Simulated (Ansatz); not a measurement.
# Os (P6_3/mmc, 2 atoms in the cell): modes against uniaxial strain along c

Wanted: the shifts of the zone-centre modes of Os (P6_3/mmc, 2 atoms in the cell) with strain.

Calculated with Ansatz 0.2.0; DFT PBEsol, scalar-relativistic, plane waves, PAW; PAW set soft_1.

Report form: the programs' logs are mostly left out.

## Step 1: Starting point

Symmetry: P6_3/mmc, No. 194, hexagonal system. The conventional cell has a = 2.734 Å, b = 2.734 Å, c = 4.320 Å, α = 90.00°, β = 90.00°, γ = 120.00°. Os has 12 Os at 2.68 to 2.73 Å nearest.

## Step 2: Bringing the structure to rest

Harmonic phonons are second derivatives at a point where the forces vanish, and they are wanted at zero stress, so atoms and cell are relaxed first.

Contents of input.yaml:

```yaml
crystal:
  lattice:
    - [2.7341, 0.0, 0.0]
    - [-1.36705, 2.3678000565, 0.0]
    - [0.0, 0.0, 4.3197]
  atoms:
    - { symbol: Os, position: [0.33333333, 0.66666667, 0.25] }
    - { symbol: Os, position: [0.66666667, 0.33333333, 0.75] }
kpoints:
  mp_grid: { grid: [18, 18, 10] }
hamiltonian:
  xc: pbesol
  pseudopotentials: { kind: paw, azcp: { folder: soft_1 }, xc_functional: pbe }
scf:
  occupations: { method: gaussian, width: 0.1 }
output:
  forces: true
  stress: true
  eigenvalues: true
  write_density: true
  write_potential: true
  elf: true
  volumetric_format: npy
relax:
  adjacent_minimum: "off"
  f_tol: 0.005
  max_steps: 80
  cell: { stress_tol: 0.05 }
```

On the command line:

```sh
$ ansatz run input.yaml --threads 4 --pin off --max-ram 10240MiB --backend cpu --events-out ev --progress --plain --runs-dir out
```

Wall time 6.8 s (4 threads of Arm Neoverse V2, shared host); peak memory 0.41 GiB; 25 s of CPU time.

Relaxation path:

```csv
step,energy less that of the first step (eV),largest force component (eV/Å),pressure (GPa),volume (Å³)
1,0.0000,0.0000,-2.72,27.96
2,0.0052,0.0000,6.07,27.41
3,-0.0017,0.0000,-0.07,27.79
4,-0.0017,0.0000,0.00,27.79
5*,-0.0016,0.0000,0.00,27.79
```

Relaxation steps marked * repeat the geometry before them on a plane-wave basis chosen anew for their cell, so energy and pressure can jump there. Relaxation step 2 was tried and not accepted.

The run keeps the 24 symmetry operations that it works with, so distortions that break them were not tested.

```csv
"conventional cell, symmetrised",before,after,change
a (Å),2.734,2.727,-0.2 %
b (Å),2.734,2.727,-0.2 %
c (Å),4.320,4.313,-0.1 %
volume (Å³/atom),13.98,13.89,-0.6 %
```

The relaxed structure:

```xyz
2
Lattice="2.7273 0.0000 0.0000 -1.3636 2.3619 0.0000 0.0000 0.0000 4.3135" Properties=species:S:1:pos:R:3 pbc="T T T"
Os    0.0000    1.5746    1.0784
Os    1.3636    0.7873    3.2351
```

Numbers from this step:

```yaml
pressure: 0.004366 GPa
volume_per_atom: 13.89 Å³
gap_on_the_k_mesh: 0 eV
```

Electrostatic potential energy in the ac plane at fractional y = 0.333, with atoms of Os within 0.2 Å of it. With pseudopotentials it is smooth inside the atoms' cores, unlike the true potential.

Ten even steps from '0' (-53 eV) to '9' (26 eV):
```
99999998766789
99999875433468
89999853111246
79998641000024
79998631000014
79998631000014
79998641000024
89999853111246
99999875433468
99999998766789
99999999989999
99999999999999
98888999999999
87777899999999
76666789999998
75556789999998
75556789999998
76666789999998
87777899999999
98888999999999
99999999999999
99999999989999
```
Columns run along a (2.7 Å; values clipped at the 3rd and 97th percentile), rows up along c (4.3 Å). Atoms in or near the plane, at fractional coordinates: Os at (0.67, 0.75).

Valence density in the ac plane at fractional y = 0.333, with atoms of Os within 0.2 Å of it. It is the smooth field of the valence electrons, not physical close to the nuclei.

Ten even steps from '_' (0.3 e/Å³) to '@' (8.6 e/Å³):
```
__________________....______
______________..::----::..__
____________..--++****++--..
__________..--++%%@@%%##==::
__________..--##@@@@@@%%**::
__________..--##@@@@@@%%**::
__________..--++%%@@%%##==::
____________..--++****++--..
______________..::----::..__
__________________....______
____________________________
____________________________
____________________________
____________________________
__........__________________
__..::::..__________________
__..::::..__________________
__........__________________
____________________________
____________________________
____________________________
____________________________
```
Columns run along a (2.7 Å), rows up along c (4.3 Å). Atoms in or near the plane, at fractional coordinates: Os at (0.67, 0.75).

ELF in the ac plane at fractional y = 0.333, with atoms of Os within 0.2 Å of it. It is the smooth field of the valence electrons, not physical close to the nuclei.

Ten even steps from '0' (0.24) to '9' (0.61):
```
22222211222111
12321124677641
11321158999973
21321379988996
21321489755897
21321489755897
21321379988996
11321158999973
12321124677641
22222211222111
32112321000023
20001233211233
10000123333332
11221112233211
23443211222111
24554210122101
24554210122101
23443211222111
11221112233211
10000123333332
20001233211233
32112321000023
```
Columns run along a (2.7 Å), rows up along c (4.3 Å). Atoms in or near the plane, at fractional coordinates: Os at (0.67, 0.75).

In this step the volume went from 13.98 to 13.89 Å³/atom.

## Step 3: Tight relaxation

Phonons need small forces and stress, so the relaxation is finished with tight tolerances on 18×18×12 k points.

Contents of input.yaml:

```yaml
crystal:
  lattice:
    - [2.727274432, 0.0, 0.0]
    - [-1.363637216, 2.3618889412, 0.0]
    - [0.0, 0.0, 4.3134858279]
  atoms:
    - { symbol: Os, position: [0.3333333333, 0.6666666667, 0.25] }
    - { symbol: Os, position: [0.6666666667, 0.3333333333, 0.75] }
kpoints:
  mp_grid: { grid: [18, 18, 12] }
hamiltonian:
  xc: pbesol
  pseudopotentials: { kind: paw, azcp: { folder: soft_1 }, xc_functional: pbe }
scf:
  occupations: { method: methfessel_paxton, width: 0.2 }
output:
  forces: true
  stress: true
  eigenvalues: true
relax:
  adjacent_minimum: "off"
  f_tol: 0.001
  max_steps: 60
  cell: { stress_tol: 0.01 }
```

Run time: 5.7 s. Hardware: 4 threads; peak memory 0.41 GiB.

Little changed from the start: no atom moved by 0.005 Å and no cell edge by 0.1 %.

Numbers from this step:

```
pressure : -3.13e-4 GPa
```

The forces vanish by symmetry and the pressure is 0.000 GPa, within the tolerances set. The cell now holds 13.89 Å³/atom.

## Step 4: Modes at rest

The force constants come from the linear response of the density to a displacement.

The modes at rest are the reference of the series.

input.yaml, the sections that differ from step 3:

```yaml
crystal:
  lattice:
    - [2.7278821753, 0.0, 0.0]
    - [-1.3639410877, 2.3624152623, 0.0]
    - [0.0, 0.0, 4.3111672212]
  atoms:
    - { symbol: Os, position: [0.3333333333, 0.6666666667, 0.25] }
    - { symbol: Os, position: [0.6666666667, 0.3333333333, 0.75] }
output:
  eigenvalues: true
phonons:
  method: dfpt
# kpoints, hamiltonian, scf: as in step 3
# relax: removed
```

Wall time 19 s (4 threads); peak memory 1.2 GiB; 70 s of CPU time.

Numbers from this step:

```
sum-rule residual before enforcement                    : 1.38e-5 eV/Å²
point group                                             : 6/mmm
highest optical mode at the zone centre (no LO-TO term) : 225.2 cm⁻¹
lowest optical zone-centre mode                         : 166.3 cm⁻¹
```

Patterns of degenerate modes are one choice out of their space. Modes at Γ:

```csv
mode,frequency (cm⁻¹),symmetry
1,0.0,acoustic
2,0.0,acoustic
3,0.0,acoustic
4,166.3,E2g
5,166.3,E2g
6,225.2,B1g
```

Displacements in mode 5 (166.3 cm⁻¹), the largest set to 1:
```
Os1  0.00  1.00  0.00
Os2  0.00 -1.00  0.00
```

Displacements in mode 6 (225.2 cm⁻¹), the largest set to 1:
```
Os1  0.00  0.00  1.00
Os2  0.00  0.00 -1.00
```

Before it was imposed, the acoustic sum rule was missed by 1.4e-5 eV/Å². Small misses are needed for a sound result but don't prove that mesh and cutoff are converged. The lowest optical mode is real, 166 cm⁻¹.

## Step 5: A member of the series: uniaxial strain of +4 % along c

The cell takes a uniaxial strain of +4 % along c. The strained length and the angles are held, while the rest of the cell and the atoms relax.

input.yaml, the sections that differ from step 4:

```yaml
crystal:
  lattice:
    - [2.7115136711, 0.0, 0.0]
    - [-1.3557568355, 2.3482397219, 0.0]
    - [0.0, 0.0, 4.48361391]
  atoms:
    - { symbol: Os, position: [0.3333333337, 0.6666666663, 0.25] }
    - { symbol: Os, position: [0.6666666663, 0.3333333337, 0.75] }
output:
  forces: true
  stress: true
  eigenvalues: true
relax:
  adjacent_minimum: "off"
  f_tol: 0.001
  max_steps: 60
  cell: { stress_tol: 0.01, fix: [c, angles] }
# kpoints, hamiltonian, scf: as in step 4
# phonons: removed
```

Run time: 16 s. Hardware: 4 threads; peak memory 0.59 GiB; 62 s of CPU time.

Relaxation path:

```csv
step,energy less that of the first step (eV),largest force component (eV/Å),pressure (GPa),volume (Å³)
1,0.0000,0.0000,-10.78,28.55
2,0.0017,0.0000,-6.49,28.25
3,-0.0006,0.0000,-9.45,28.45
4,-0.0006,0.0000,-9.42,28.45
5*,-0.0005,0.0000,-9.42,28.45
```

Relaxation steps marked * repeat the geometry before them on a plane-wave basis chosen anew for their cell, so energy and pressure can jump there. Relaxation step 2 was tried and not accepted.

```csv
"conventional cell, symmetrised",before,after,change
a (Å),2.712,2.707,-0.2 %
b (Å),2.712,2.707,-0.2 %
c (Å),4.484,4.484,-0.0 %
volume (Å³/atom),14.27,14.23,-0.3 %
```

The relaxed structure:

```cif
data_structure
_symmetry_space_group_name_H-M 'P 1'
_symmetry_Int_Tables_number 1
_cell_length_a 2.7069
_cell_length_b 2.7069
_cell_length_c 4.4836
_cell_angle_alpha 90.000
_cell_angle_beta 90.000
_cell_angle_gamma 120.000
_cell_volume 28.45
loop_
_atom_site_label
_atom_site_type_symbol
_atom_site_fract_x
_atom_site_fract_y
_atom_site_fract_z
_atom_site_occupancy
Os1 Os 0.33333 0.66667 0.25000 1
Os2 Os 0.66667 0.33333 0.75000 1
```

Numbers from this step:

| Item | Value |
| --- | --- |
| pressure | -9.420 GPa |
| volume per atom | 14.23 Å³ |

The forces vanish by symmetry.

The cell shrank by 0.3 % in volume.

## Step 6: Modes of this member: uniaxial strain of +4 % along c

The zone-centre modes follow for uniaxial strain of +4 % along c.

input.yaml, the sections that differ from step 5:

```yaml
crystal:
  lattice:
    - [2.706874081, 0.0, 0.0]
    - [-1.3534370405, 2.344221719, 0.0]
    - [0.0, 0.0, 4.48361391]
  atoms:
    - { symbol: Os, position: [0.3333333337, 0.6666666663, 0.25] }
    - { symbol: Os, position: [0.6666666663, 0.3333333337, 0.75] }
output:
  eigenvalues: true
phonons:
  method: dfpt
# kpoints, hamiltonian, scf: as in step 5
# relax: removed
```

It took 20 s on 4 threads; peak memory 1.3 GiB; 72 s of CPU time.

Numbers from this step:

* sum-rule residual before enforcement: 1.23e-4 eV/Å²
* highest optical mode at the zone centre (no LO-TO term): 173.2 cm⁻¹
* lowest optical zone-centre mode: 148.3 cm⁻¹

Patterns of degenerate modes are one choice out of their space. Modes at Γ:

```csv
mode,frequency (cm⁻¹),symmetry
1,0.0,acoustic
2,0.0,acoustic
3,0.0,acoustic
4,148.3,E2g
5,148.3,E2g
6,173.2,B1g
```

Displacements in mode 4 (148.3 cm⁻¹), the largest set to 1:
```
Os1  0.00  1.00  0.00
Os2  0.00 -1.00  0.00
```

Displacements in mode 6 (173.2 cm⁻¹), the largest set to 1:
```
Os1  0.00  0.00 -1.00
Os2  0.00  0.00  1.00
```

The lowest optical mode is real, 148 cm⁻¹, and the highest lies at 173.2 cm⁻¹.

For the highest optical mode at the zone centre (no LO-TO term), step 4 gave 225 cm⁻¹; this run, with strain 4 %, gives 173 cm⁻¹ (-23 %).

## Step 7: Relaxation of a member: uniaxial strain of -4 % along c

The cell takes a uniaxial strain of -4 % along c. The strained length and the angles are held, while the rest of the cell and the atoms relax.

input.yaml, the sections that differ from step 6:

```yaml
crystal:
  lattice:
    - [2.7498940438, 0.0, 0.0]
    - [-1.3749470219, 2.3814780996, 0.0]
    - [0.0, 0.0, 4.1387205324]
  atoms:
    - { symbol: Os, position: [0.3333333329, 0.6666666671, 0.25] }
    - { symbol: Os, position: [0.6666666671, 0.3333333329, 0.75] }
output:
  forces: true
  stress: true
  eigenvalues: true
relax:
  adjacent_minimum: "off"
  f_tol: 0.001
  max_steps: 60
  cell: { stress_tol: 0.01, fix: [c, angles] }
# kpoints, hamiltonian, scf: as in step 6
# phonons: removed
```

Elapsed: 16 s, on 4 threads; peak memory 0.58 GiB; 61 s of CPU time.

Relaxation path:

```csv
step,energy less that of the first step (eV),largest force component (eV/Å),pressure (GPa),volume (Å³)
1,0.0000,0.0000,13.65,27.10
2,0.0044,0.0000,5.90,27.59
3,-0.0014,0.0000,10.81,27.28
4,-0.0015,0.0000,10.90,27.27
5*,-0.0016,0.0000,10.90,27.27
```

Relaxation steps marked * repeat the geometry before them on a plane-wave basis chosen anew for their cell, so energy and pressure can jump there. Relaxation step 2 was tried and not accepted.

```csv
"conventional cell, symmetrised",before,after,change
a (Å),2.750,2.758,+0.3 %
b (Å),2.750,2.758,+0.3 %
c (Å),4.139,4.139,+0.0 %
volume (Å³/atom),13.55,13.64,+0.6 %
```

The relaxed structure:

```xyz
2
Lattice="2.7583 0.0000 0.0000 -1.3792 2.3888 0.0000 0.0000 0.0000 4.1387" Properties=species:S:1:pos:R:3 pbc="T T T"
Os    0.0000    1.5925    1.0347
Os    1.3792    0.7963    3.1040
```

Numbers from this step:

| Item | Value |
| --- | --- |
| pressure | 10.90 GPa |
| volume per atom | 13.64 Å³ |

The forces vanish by symmetry.

The cell grew by 0.6 % in volume.

## Step 8: Modes of this member: uniaxial strain of -4 % along c

The zone-centre modes follow for uniaxial strain of -4 % along c.

input.yaml, the sections that differ from step 7:

```yaml
crystal:
  lattice:
    - [2.7583290884, 0.0, 0.0]
    - [-1.3791645442, 2.3887830625, 0.0]
    - [0.0, 0.0, 4.1387205324]
  atoms:
    - { symbol: Os, position: [0.3333333337, 0.6666666663, 0.25] }
    - { symbol: Os, position: [0.6666666663, 0.3333333337, 0.75] }
output:
  eigenvalues: true
phonons:
  method: dfpt
# kpoints, hamiltonian, scf: as in step 7
# relax: removed
```

Elapsed: 19 s, on 4 threads; peak memory 1.2 GiB.

This step gave:

| Quantity | Value |
| --- | --- |
| sum-rule residual before enforcement | 9.16e-6 eV/Å² |
| highest optical mode at the zone centre (no LO-TO term) | 269.1 cm⁻¹ |
| lowest optical zone-centre mode | 187.1 cm⁻¹ |

Patterns of degenerate modes are one choice out of their space. Modes at Γ:

```csv
mode,frequency (cm⁻¹),symmetry
1,0.0,acoustic
2,0.0,acoustic
3,0.0,acoustic
4,187.1,E2g
5,187.1,E2g
6,269.1,B1g
```

The lowest optical mode is real, 187 cm⁻¹, and the highest lies at 269.1 cm⁻¹.

For the highest optical mode at the zone centre (no LO-TO term), step 4 gave 225 cm⁻¹; this run, with strain -4 %, gives 269 cm⁻¹ (+19 %).

## Step 9: All members side by side

The members are set side by side, also those not shown above.

Stress is positive in compression; energies are extrapolated to zero smearing, and E0 is that at rest; the edges not held and the atoms are relaxed in each cell; all runs use 18×18×12 k points and Methfessel-Paxton smearing of 0.2 eV. State of the crystal along the series:

```csv
strain (%),stress along the axis (GPa),free strain along a (%),free strain along b (%),E - E0 (meV/atom)
-4,32.7,1.116,1.116,55.93
-3,23.98,0.8069,0.8069,30.87
-2,15.65,0.5183,0.5183,13.55
-1,7.707,0.2476,0.2476,3.379
0,2.97e-4,0,0,0
1,-7.543,-0.2218,-0.2218,3.221
2,-14.87,-0.4195,-0.4195,12.88
3,-21.82,-0.6,-0.6,28.72
4,-28.26,-0.7701,-0.7701,50.3
```

Optical modes are counted from below at rest and tracked from member to member by their patterns, and modes that stay within 0.3 cm⁻¹ of each other stand once; labels, where given, are those at rest; the edges not held and the atoms are relaxed in each cell; all runs use 18×18×12 k points and Methfessel-Paxton smearing of 0.2 eV. Optical modes along the series:

```csv
strain (%),optical mode 1 E2g (cm⁻¹),optical mode 2 B1g (cm⁻¹)
-4,187.1,269.1
-3,182.2,258.8
-2,176.7,248.1
-1,171.3,237
0,166.3,225.2
1,161.6,212.9
2,157.1,200
3,152.7,186.7
4,148.3,173.2
```

Value and slope at zero strain of a cubic (a lower polynomial where under five rows exist) through the rows within 2 % of rest. Slopes at rest:

```csv
mode,frequency (cm⁻¹),shift per percent of strain (cm⁻¹),shift per GPa of compressive stress (cm⁻¹)
optical mode 1 E2g,166.3,-4.85,0.64
optical mode 2 B1g,225.2,-12.03,1.58
```

## Step 10: Summary of results

```json
{"members": "9", "highest optical mode at the zone centre (no LO-TO term), at rest": "225.2 cm⁻¹", "Young’s modulus along c": "762 GPa", "optical mode 1 E2g, shift per percent": "-4.85 cm⁻¹", "optical mode 2 B1g, shift per percent": "-12.03 cm⁻¹"}
```

The stress changes by 7.62 GPa for each percent, a Young’s modulus of 762 GPa along c. For each percent the free edge responds with -0.23 %. The fastest shift in the table of slopes is -12.0 cm⁻¹ for each percent (optical mode 2 B1g), or 1.6 cm⁻¹ for each GPa of compressive stress. For small strain, the measured shift of a line that Raman or infrared light can see, divided by its slope, estimates the stress, if the state of stress is of this kind. These are harmonic frequencies at zero temperature: anharmonic shifts, linewidths and thermal expansion are left out. Spin-orbit coupling is left out, which can matter for the heavy elements here. With no gap, or one that is small against the smearing, the frequencies hang on the k mesh and the smearing, most of all near Kohn anomalies. The PAW files were made for PBE; the program adapts parts of them to the functional of the run, but their partial waves stay those of PBE, an approximation that was not tested in this session. Only the zone centre was solved, so an instability at another wavevector cannot show here.

[Logs are printed without paths, hosts, clocks, repeated set-up lines and the standing remarks that a program may print on its own settings, such as how far it seeks lower states.]

[Hosts, paths, dates, database ids (printed as entryN), source tags and the programs' standing remarks are cut or masked in the printed files.]
